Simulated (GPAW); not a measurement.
Consider LaBi (Fm-3m).

```cif
data_structure
_symmetry_space_group_name_H-M 'P 1'
_symmetry_Int_Tables_number 1
_cell_length_a 4.6422
_cell_length_b 4.6422
_cell_length_c 4.6422
_cell_angle_alpha 60.000
_cell_angle_beta 60.000
_cell_angle_gamma 60.000
_cell_volume 70.74
loop_
_atom_site_label
_atom_site_type_symbol
_atom_site_fract_x
_atom_site_fract_y
_atom_site_fract_z
_atom_site_occupancy
Bi1 Bi 0.50000 0.50000 0.50000 1
La2 La 0.00000 0.00000 0.00000 1
```

Absorber: atom 2, with 6 Bi at 3.28 Å (octahedral, site symmetry m-3m). Method: GPAW, LDA, excited-electron core hole (neutral cell), 8-atom cell with 6.6 Å between holes, 4×4×4 k points, dipole transitions, Gaussian full width 3.41 eV up to 4 eV, rising linearly to 3.5 eV at 25 eV, without spin-orbit coupling.

The database entry behind the starting cell differs from later determinations by our own check (about 0.2 % short), so it need not match the best structure at ambient conditions.

**Question.** Predict the near-edge structure at the La L₃ edge.

Main maxima up to 30 eV above the zero (height): 1.4 eV (2.64), 12.2 eV (0.79) and 23.2 eV (0.90). At an L edge the dipole rule selects empty d (and weakly s) states on the absorber, and the strong line at the onset measures the empty part of its d band. 

The La L₃ spectrum (energy from the lowest empty level; intensity scaled to a mean of 1 over the first 20 eV):

| E (eV) | intensity |
| --- | --- |
| -2.00 | 0.38 |
| -1.25 | 0.85 |
| -0.50 | 1.52 |
| 0.25 | 2.19 |
| 1.00 | 2.59 |
| 1.75 | 2.58 |
| 2.50 | 2.23 |
| 3.25 | 1.73 |
| 4.00 | 1.26 |
| 4.75 | 0.92 |
| 5.50 | 0.73 |
| 6.25 | 0.67 |
| 7.00 | 0.68 |
| 7.75 | 0.69 |
| 8.50 | 0.69 |
| 9.25 | 0.68 |
| 10.00 | 0.69 |
| 10.75 | 0.73 |
| 11.50 | 0.77 |
| 12.25 | 0.79 |
| 13.00 | 0.77 |
| 13.75 | 0.72 |
| 14.50 | 0.66 |
| 15.25 | 0.63 |
| 16.00 | 0.63 |
| 16.75 | 0.63 |
| 17.50 | 0.63 |
| 18.25 | 0.62 |
| 19.00 | 0.63 |
| 19.75 | 0.67 |
| 20.50 | 0.72 |
| 21.25 | 0.79 |
| 22.00 | 0.85 |
| 22.75 | 0.89 |
| 23.50 | 0.90 |
| 24.25 | 0.86 |
| 25.00 | 0.78 |
| 25.75 | 0.69 |
| 26.50 | 0.62 |
| 27.25 | 0.57 |
| 28.00 | 0.56 |
| 28.75 | 0.56 |
| 29.50 | 0.57 |
| 30.25 | 0.57 |
| 31.00 | 0.57 |

Only the L₃ part is meant: spin–orbit coupling of the core level isn't computed and the L₂ copy isn't added. The script folds with a Gaussian, whereas the core hole's own line is a Lorentzian, so the onset is too steep and the first peak too high. The structure is a published determination, not relaxed.

[Banner, clock and machine lines of the logs are left out without a mark of their own.]

[Logs are printed without paths, hosts, clocks, repeated set-up lines and the standing remarks that a program may print on its own settings, such as how far it seeks lower states.]

[Hosts, paths, dates, database ids (printed as entryN), source tags and the programs' standing remarks are cut or masked in the printed files.]

[Lists of maxima count a maximum above −3 eV only where it reaches 4 % of the highest in the window and stands out from its surroundings by 2 % of it (1.5 % where it reaches 55 %); shoulders and weaker maxima are passed over, and of the rest the first, up to two pre-edge ones and the few strongest are named.]
